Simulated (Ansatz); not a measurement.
# ScSnGe in the AlB2 type: lattice stability ahead of a resistivity run

The plan: relax ScSnGe in the AlB2 type, check its phonons, and, if the lattice is stable, compute its Eliashberg function and ρ(T).

Calculated with Ansatz 0.2.0; DFT PBE, scalar-relativistic, plane waves, PAW; PAW set soft_1.

Report form: the programs' logs are mostly left out.

The structure was built from a prototype and need not be the compound's stable phase.

### Step 1. The starting structure

Symmetry: P-6m2, No. 187, hexagonal system. The conventional cell has a = 4.346 Å, b = 4.346 Å, c = 4.563 Å, α = 90.00°, β = 90.00°, γ = 120.00°. Sc has 6 Ge at 3.39 Å and 6 Sn at 3.39 Å nearest. Nearest to Ge lie 3 Sn at 2.51 Å and 6 Sc at 3.39 Å. Sn has 3 Ge at 2.51 Å and 6 Sc at 3.39 Å nearest. Farther neighbours are not listed.

### Step 2. Relaxation

Lattice constant and positions set the bands and the force constants, so the cell is relaxed first.

File input.yaml:

```yaml
crystal:
  lattice:
    - [4.34576, 0.0, 0.0]
    - [-2.17288, 3.76354, 0.0]
    - [0.0, 0.0, 4.56305]
  atoms:
    - { symbol: Sc, position: [0.0, 0.0, 0.0] }
    - { symbol: Ge, position: [0.33333333, 0.66666667, 0.5] }
    - { symbol: Sn, position: [0.66666667, 0.33333333, 0.5] }
kpoints:
  mp_grid: { grid: [9, 9, 6] }
hamiltonian:
  xc: pbe
  pseudopotentials: { kind: paw, azcp: { folder: soft_1 } }
scf:
  occupations: { method: gaussian, width: 0.1 }
output:
  forces: true
  stress: true
  eigenvalues: true
relax:
  adjacent_minimum: "off"
  f_tol: 0.005
  max_steps: 80
  cell: { stress_tol: 0.05 }
```

On the command line:

```
> ansatz run input.yaml --threads 4 --pin off --max-ram 12288MiB --backend cpu --events-out ev --progress --plain --runs-dir out
```

The job ended after 61 s (4 threads of Intel Xeon 6975P-C (Granite Rapids), shared host; peak memory 0.6 GiB).

The steps of the relaxation:

```tsv
step	energy less that of the first step (eV)	largest force component (eV/Å)	pressure (GPa)	volume (Å³)
1	0.0000	0.0000	2.51	74.63
2	-0.4199	0.0000	-0.01	75.16
3	-0.6680	0.0000	-0.48	73.40
4	-0.8332	0.0000	-0.23	71.07
5	-0.9072	0.0000	0.73	68.62
6	-1.0136	0.0000	0.76	67.75
7	-1.0935	0.0000	1.15	65.96
8	-1.0981	0.0000	0.34	66.67
9	-1.0992	0.0000	-0.01	66.94
10	-1.0999	0.0000	-0.07	66.93
11	-1.1016	0.0000	-0.06	66.86
12	-1.1096	0.0000	-0.17	66.77
13	-1.1296	0.0000	-0.14	66.06
14	-1.1250	0.0000	0.06	65.57
15	-1.1300	0.0000	0.12	65.73
16	-1.1301	0.0000	0.01	65.85
17*	-1.1378	0.0000	0.22	65.85
18	-1.1381	0.0000	0.02	66.02
19*	-1.1382	0.0000	0.02	66.02
```

Relaxation steps marked * repeat the geometry before them on a plane-wave basis chosen anew for their cell, so energy and pressure can jump there. Relaxation step 14 was tried and not accepted.

The run keeps the 12 symmetry operations that it works with, so distortions that break them were not tested.

```tsv
cell as run	before	after	change
a (Å)	4.346	5.020	+15.5 %
b (Å)	4.346	5.020	+15.5 %
c (Å)	4.563	3.025	-33.7 %
volume (Å³/atom)	24.88	22.01	-11.5 %
```

Final coordinates:

```
Sc Ge Sn
1.0
     5.02030    0.00000    0.00000
    -2.51015    4.34770    0.00000
     0.00000    0.00000    3.02479
Sc Ge Sn
1 1 1
Direct
  0.00000 0.00000 0.00000
  0.33333 0.66667 0.50000
  0.66667 0.33333 0.50000
```

This step gave:

```yaml
pressure: 0.02385 GPa
volume_per_atom: 22.01 Å³/atom
metallic_on_mesh: yes
gap_on_the_k_mesh: 0 eV
```

The largest force is now zero by symmetry and the largest stress component 0.032 GPa.

### Step 3. Relaxation

The relaxation is repeated from the new cell as a check.

input.yaml, the sections that differ from step 2:

```yaml
crystal:
  lattice:
    - [5.0202956964, 0.0, 0.0]
    - [-2.5101478482, 4.3477036076, 0.0]
    - [0.0, 0.0, 3.0247892821]
  atoms:
    - { symbol: Sc, position: [0.0, 0.0, 0.0] }
    - { symbol: Ge, position: [0.3333333333, 0.6666666667, 0.5] }
    - { symbol: Sn, position: [0.6666666667, 0.3333333333, 0.5] }
kpoints:
  mp_grid: { grid: [9, 9, 10] }
# hamiltonian, scf, output, relax: as in step 2
```

Elapsed: 21 s, on 4 threads; peak memory 0.6 GiB; 81 s of CPU time.

The steps of the relaxation:

```tsv
step	energy less that of the first step (eV)	largest force component (eV/Å)	pressure (GPa)	volume (Å³)
1	0.0000	0.0000	0.17	66.02
2	-0.0173	0.0000	-0.07	66.36
3	-0.0234	0.0000	0.33	66.09
4	-0.0237	0.0000	-0.15	66.66
5	-0.0239	0.0000	-0.01	66.49
6	-0.0239	0.0000	-0.01	66.49
```

The log counts 1 steps on a newly chosen plane-wave basis, not all of them marked here; energy and pressure can jump at such steps.

```tsv
conventional cell, symmetrised	before	after	change
a (Å)	5.020	4.933	-1.7 %
b (Å)	5.020	4.933	-1.7 %
c (Å)	3.025	3.155	+4.3 %
volume (Å³/atom)	22.01	22.16	+0.7 %
```

The relaxed structure:

```xyz
3
Lattice="4.9326 0.0000 0.0000 -2.4663 4.2718 0.0000 0.0000 0.0000 3.1554" Properties=species:S:1:pos:R:3 pbc="T T T"
Sc    0.0000    0.0000    0.0000
Ge    0.0000    2.8478    1.5777
Sn    2.4663    1.4239    1.5777
```

This step gave:

```
pressure        : -0.008679 GPa
volume per atom : 22.16 Å³/atom
```

The largest force is now zero by symmetry and the largest stress component 0.0090 GPa.

### Step 4. Relaxing tightly for phonons

No force is left; the cell is relaxed once more with another smearing and tight thresholds.

input.yaml, the sections that differ from step 3:

```yaml
crystal:
  lattice:
    - [4.9325955056, 0.0, 0.0]
    - [-2.4662977528, 4.2717530144, 0.0]
    - [0.0, 0.0, 3.1554419063]
  atoms:
    - { symbol: Sc, position: [0.0, 0.0, 0.0] }
    - { symbol: Ge, position: [0.3333333333, 0.6666666667, 0.5] }
    - { symbol: Sn, position: [0.6666666667, 0.3333333333, 0.5] }
kpoints:
  mp_grid: { grid: [6, 6, 8] }
scf:
  occupations: { method: methfessel_paxton, width: 0.2 }
relax:
  adjacent_minimum: "off"
  f_tol: 0.001
  max_steps: 60
  cell: { stress_tol: 0.01 }
# hamiltonian, output: as in step 3
```

Wall time 8.8 s (4 threads); peak memory 0.56 GiB.

The steps of the relaxation:

```tsv
step	energy less that of the first step (eV)	largest force component (eV/Å)	pressure (GPa)	volume (Å³)
1	0.0000	0.0000	0.20	66.49
2	-0.0076	0.0000	-0.04	66.45
3	-0.0092	0.0000	-0.02	66.51
4	-0.0093	0.0000	0.00	66.48
5	-0.0093	0.0000	0.00	66.48
```

The log counts 1 steps on a newly chosen plane-wave basis, not all of them marked here; energy and pressure can jump at such steps.

```tsv
conventional cell, symmetrised	before	after	change
a (Å)	4.933	4.971	+0.8 %
b (Å)	4.933	4.971	+0.8 %
c (Å)	3.155	3.107	-1.5 %
volume (Å³/atom)	22.16	22.16	-0.0 %
```

Final coordinates:

```xyz
3
Lattice="4.9707 0.0000 0.0000 -2.4854 4.3048 0.0000 0.0000 0.0000 3.1068" Properties=species:S:1:pos:R:3 pbc="T T T"
Sc    0.0000    0.0000    0.0000
Ge    0.0000    2.8699    1.5534
Sn    2.4854    1.4349    1.5534
```

This step gave:

* pressure: 4.47e-4 GPa

The largest force is now zero by symmetry and the largest stress component 0.0026 GPa, small enough for phonons.

### Step 5. Lattice stability: q 2×2×2, k 4×4×6

Before any scattering is computed, the phonons show whether the structure is a minimum.

File input.yaml:

```yaml
crystal:
  lattice:
    - [4.9707296965, 0.0, 0.0]
    - [-2.4853648483, 4.3047781925, 0.0]
    - [0.0, 0.0, 3.1068113583]
  atoms:
    - { symbol: Sc, position: [0.0, 0.0, 0.0] }
    - { symbol: Ge, position: [0.3333333333, 0.6666666667, 0.5] }
    - { symbol: Sn, position: [0.6666666667, 0.3333333333, 0.5] }
kpoints:
  mp_grid: { grid: [4, 4, 6] }
hamiltonian:
  xc: pbe
  pseudopotentials: { kind: paw, azcp: { folder: soft_1 } }
scf:
  occupations: { method: methfessel_paxton, width: 0.2 }
output:
  eigenvalues: true
phonons:
  method: dfpt
  qmesh: [2, 2, 2]
  temperatures: { t_max: 1000, t_step: 50 }
  qpath:
    path:
      - [[0.0, 0.0, 0.0], [0.5, 0.0, 0.0], [0.33333333, 0.33333333, 0.0], [0.0, 0.0, 0.0], [0.0, 0.0, 0.5], [0.5, 0.0, 0.5], [0.33333333, 0.33333333, 0.5], [0.0, 0.0, 0.5]]
      - [[0.5, 0.0, 0.5], [0.5, 0.0, 0.0]]
      - [[0.33333333, 0.33333333, 0.5], [0.33333333, 0.33333333, 0.0]]
    npoints: 10
```

Wall time 31 s (4 threads); peak memory 0.7 GiB.

Numbers from this step:

* share of imaginary modes in the plain interpolation between solved wavevectors: 0.2563
* highest frequency, solved or plainly interpolated: 217.8 cm⁻¹

Solved on the 2×2×2 mesh alone; all other wavevectors are interpolated. Phonon branches along the path, in cm⁻¹:

```tsv
point	branch 1	branch 2	branch 3	branch 4	branch 5	branch 6	branch 7	branch 8	branch 9
Γ	0	0	0	20	21	21	115	118	118
halfway	-52	-49	19	39	47	50	106	118	136
M	-56	-52	26	33	37	54	94	118	157
halfway	-70	-22	-18	42	54	65	90	120	149
K	-69	-37	-15	52	55	84	104	104	143
halfway	-65	-31	25	33	42	59	104	124	134
Γ	0	0	0	20	21	21	115	118	118
halfway	-34	43	43	79	79	86	122	122	135
A	-53	58	58	118	118	119	119	123	152
halfway	-86	12	50	64	89	122	130	145	184
L	-123	-48	42	47	50	123	139	147	212
halfway	-120	-67	-58	65	82	114	143	146	214
H	-115	-93	-64	80	89	104	145	145	218
halfway	-93	-31	34	56	91	119	134	146	192
A	-53	58	58	118	118	119	119	123	152
jump to L	-123	-48	42	47	50	123	139	147	212
halfway	-102	-54	37	38	48	119	120	148	163
M	-56	-52	26	33	37	54	94	118	157
jump to H	-115	-93	-64	80	89	104	145	145	218
halfway	-88	-79	-67	66	97	101	123	143	166
K	-69	-37	-15	52	55	84	104	104	143
```

Lowest modes at the softest wavevector of the mesh. The modes at q = (0.500, 0.000, 0.500) (shares of kinetic energy by element, %) (negative means imaginary):

```tsv
mode	frequency (cm⁻¹)	Sc %	Ge %	Sn %
1	-123.0	42	46	12
2	-48.3	0	41	59
3	42.3	100	0	0
4	47.1	0	32	68
5	50.3	23	51	25
6	122.7	1	67	32
```

Displacements in mode 1 (-123.0 cm⁻¹), the largest set to 1, in the home cell:
```
Sc1 -1.00 -0.58  0.00
Ge2  0.00  0.00 -0.95
Sn3  0.00  0.00 -0.38
```

Displacements in mode 3 (42.3 cm⁻¹), the largest set to 1, in the home cell:
```
Sc1 -0.58  1.00  0.00
Ge2  0.00  0.00  0.00
Sn3  0.00  0.00  0.00
```

Among the solved wavevectors the lowest mode, translations apart, is -123 cm⁻¹, imaginary.

### Step 6. Phonons: q 3×3×2, k 6×6×8

An imaginary mode on so few k-points may come from the sampling, so the phonons are repeated with another q and k mesh.

Edit input.yaml of step 5 so:

```diff
@@ -10,3 +10,3 @@
 kpoints:
-  mp_grid: { grid: [4, 4, 6] }
+  mp_grid: { grid: [6, 6, 8] }
 hamiltonian:
@@ -20,3 +20,3 @@
   method: dfpt
-  qmesh: [2, 2, 2]
+  qmesh: [3, 3, 2]
   temperatures: { t_max: 1000, t_step: 50 }
```

Wall time 1.9 min (4 threads); peak memory 0.95 GiB.

Numbers from this step:

```yaml
share_of_imaginary_modes_in_the_plain_interpolation_between_solved_wavevectors: 0.1624
highest_frequency_solved_or_plainly_interpolated: 225.3 cm⁻¹
```

Solved on the 3×3×2 mesh alone; all other wavevectors are interpolated. The phonon branches at the labelled points (cm⁻¹):

```tsv
point	branch 1	branch 2	branch 3	branch 4	branch 5	branch 6	branch 7	branch 8	branch 9
Γ	0	0	0	47	93	93	126	128	128
halfway	-43	27	42	53	66	80	118	131	144
M	-58	44	50	55	56	85	111	127	155
halfway	-65	36	52	54	72	103	113	127	148
K	-72	48	53	55	79	115	119	130	134
halfway	-50	33	43	54	69	81	117	134	141
Γ	0	0	0	47	93	93	126	128	128
halfway	46	46	58	104	104	104	129	129	171
A	67	67	68	111	111	131	131	143	208
halfway	-31	51	74	89	94	132	136	157	214
L	-88	22	71	76	96	135	138	166	222
halfway	-84	-40	25	86	122	126	141	166	224
H	-81	-55	-45	97	118	135	142	165	225
halfway	-42	37	59	80	111	130	138	158	216
A	67	67	68	111	111	131	131	143	208
jump to L	-88	22	71	76	96	135	138	166	222
halfway	-71	-40	62	69	80	129	139	147	175
M	-58	44	50	55	56	85	111	127	155
jump to H	-81	-55	-45	97	118	135	142	165	225
halfway	-64	-63	-37	92	117	133	136	137	179
K	-72	48	53	55	79	115	119	130	134
```

Lowest modes at the softest wavevector of the mesh. Modes at q = (-0.333, -0.333, 0.500), with each element's share of the kinetic energy (negative means imaginary):

```tsv
mode	frequency (cm⁻¹)	Sc %	Ge %	Sn %
1	-81.1	38	62	0
2	-55.0	0	42	57
3	-44.6	63	0	37
4	96.7	0	0	100
5	117.7	0	100	0
6	135.1	62	38	0
```

Displacements in mode 1 (-81.1 cm⁻¹), the largest set to 1, in the home cell (x, y, z of the real part, then of the imaginary part):
```
Sc1 0.00 0.70 0.00 0.70 0.00 0.00
Ge2 0.00 0.00 1.00 0.00 0.00 0.00
Sn3 0.00 0.00 0.00 0.00 0.00 0.00
```

Displacements in mode 3 (-44.6 cm⁻¹), the largest set to 1, in the home cell (x, y, z of the real part, then of the imaginary part):
```
Sc1  0.87  0.50  0.00 -0.50  0.87  0.00
Ge2  0.00  0.00  0.00  0.00  0.00  0.00
Sn3  0.00  0.00  0.66  0.00  0.00  0.00
```

The modes has structure finer than the step of the table below, so its rows give means over 10 cm⁻¹, whole bins alone (the curve runs from -97.3 to 241 cm⁻¹). Peaks (cm⁻¹: height): Ge -59.0: 0.0115, 53.9: 0.0237, 130.5: 0.064; Sc 30.4: 0.0133, 102.8: 0.0181, 115.6: 0.0200, 132.6: 0.0279, 145.4: 0.0269, 162.4: 0.0199, 209.3: 0.0153; Sn -54.7: 0.0135, 75.2: 0.0239, 130.5: 0.0519.

Phonopy on the run's constants, 13x13x19 mesh, Gaussian sigma 2.4 cm⁻¹. Modes against wavenumber; means over each step; values in 1/cm⁻¹/cell:

```tsv
wavenumber (cm⁻¹)	Ge	Sc	Sn
-90	9.1e-4	9.5e-4	2.3e-4
-80	0.00576	0.00528	0.00112
-70	0.00809	0.00556	0.00388
-60	0.0107	0.00615	0.0102
-50	0.00871	0.00517	0.0114
-40	0.00803	0.00578	0.00947
-30	0.00501	0.00534	0.00741
-20	0.00420	0.00366	0.00532
-10	0.00275	0.00198	0.00254
0	3.1e-4	4.0e-4	4.2e-4
10	0.00209	0.00218	0.00377
20	0.00387	0.00310	0.00610
30	0.00858	0.0108	0.0122
40	0.00919	0.00943	0.0127
50	0.0168	0.00722	0.0132
60	0.0202	0.00887	0.0149
70	0.0187	0.0104	0.0207
80	0.0190	0.0145	0.0206
90	0.0166	0.0155	0.0142
100	0.0138	0.0167	0.00742
110	0.0119	0.0142	0.00547
120	0.0141	0.0163	0.00864
130	0.0480	0.0234	0.0405
140	0.0329	0.0212	0.0365
150	0.00819	0.0166	0.0179
160	0.00140	0.0146	0.0108
170	2.0e-4	0.00479	0.00196
180	5.7e-5	0.00824	2.2e-4
190	2.8e-5	0.00680	1.3e-4
200	2.3e-5	0.00895	1.0e-4
210	2.0e-5	0.0137	1.0e-4
220	1.3e-5	0.0113	7.0e-5
230	6.5e-7	8.5e-4	3.7e-6
```

No LO-TO term; unit eigenvectors of the mass-weighted matrix. The modes at Γ (shares of kinetic energy by element, %):

```tsv
mode	frequency (cm⁻¹)	symmetry	Sc %	Ge %	Sn %
1	0.0	unnamed	19	31	50
2	0.0	unnamed	19	31	50
3	0.0	unnamed	19	31	50
4	46.8	A2''	0	63	37
5	92.9	E'	48	51	2
6	92.9	E'	48	51	2
7	125.6	A2''	81	7	12
8	128.3	E'	33	19	48
9	128.3	E'	33	19	48
```

Displacements in mode 4 (46.8 cm⁻¹), the largest set to 1:
```
Sc1  0.00  0.00 -0.02
Ge2  0.00  0.00  1.00
Sn3  0.00  0.00 -0.60
```

Displacements in mode 5 (92.9 cm⁻¹), the largest set to 1:
```
Sc1  0.00 -1.00  0.00
Ge2  0.00  0.81  0.00
Sn3  0.00 -0.12  0.00
```

Among the solved wavevectors the lowest mode, translations apart, is -81.1 cm⁻¹, imaginary.

### Step 7. What came out

| Property | Result |
| --- | --- |
| phonon run of the rows without a label of their own | PBE, q 3×3×2, k 6×6×8 |
| softest mode on the q mesh | -81.1 cm⁻¹ at q = (-0.333, -0.333, 0.5) |
| highest frequency, solved or plainly interpolated | 225 cm⁻¹ |

What this shows: The lattice is dynamically unstable at this level: a mode at q = (-0.333, -0.333, 0.5) is imaginary, 81.1i cm⁻¹, so no harmonic coupling constant or resistivity is defined for this structure. These meshes are coarse, and single modes of a metal can move by tens of cm⁻¹ with the k mesh. The coarser mesh found an imaginary mode at another wavevector, which this mesh lacks. The phonon runs are not spin-polarised. The structure was built by hand as an ordered model, and its stability against other phases was not tested.

[Logs are printed without paths, hosts, clocks, repeated set-up lines and the standing remarks that a program may print on its own settings, such as how far it seeks lower states.]

[Hosts, paths, dates, database ids (printed as entryN), source tags and the programs' standing remarks are cut or masked in the printed files.]
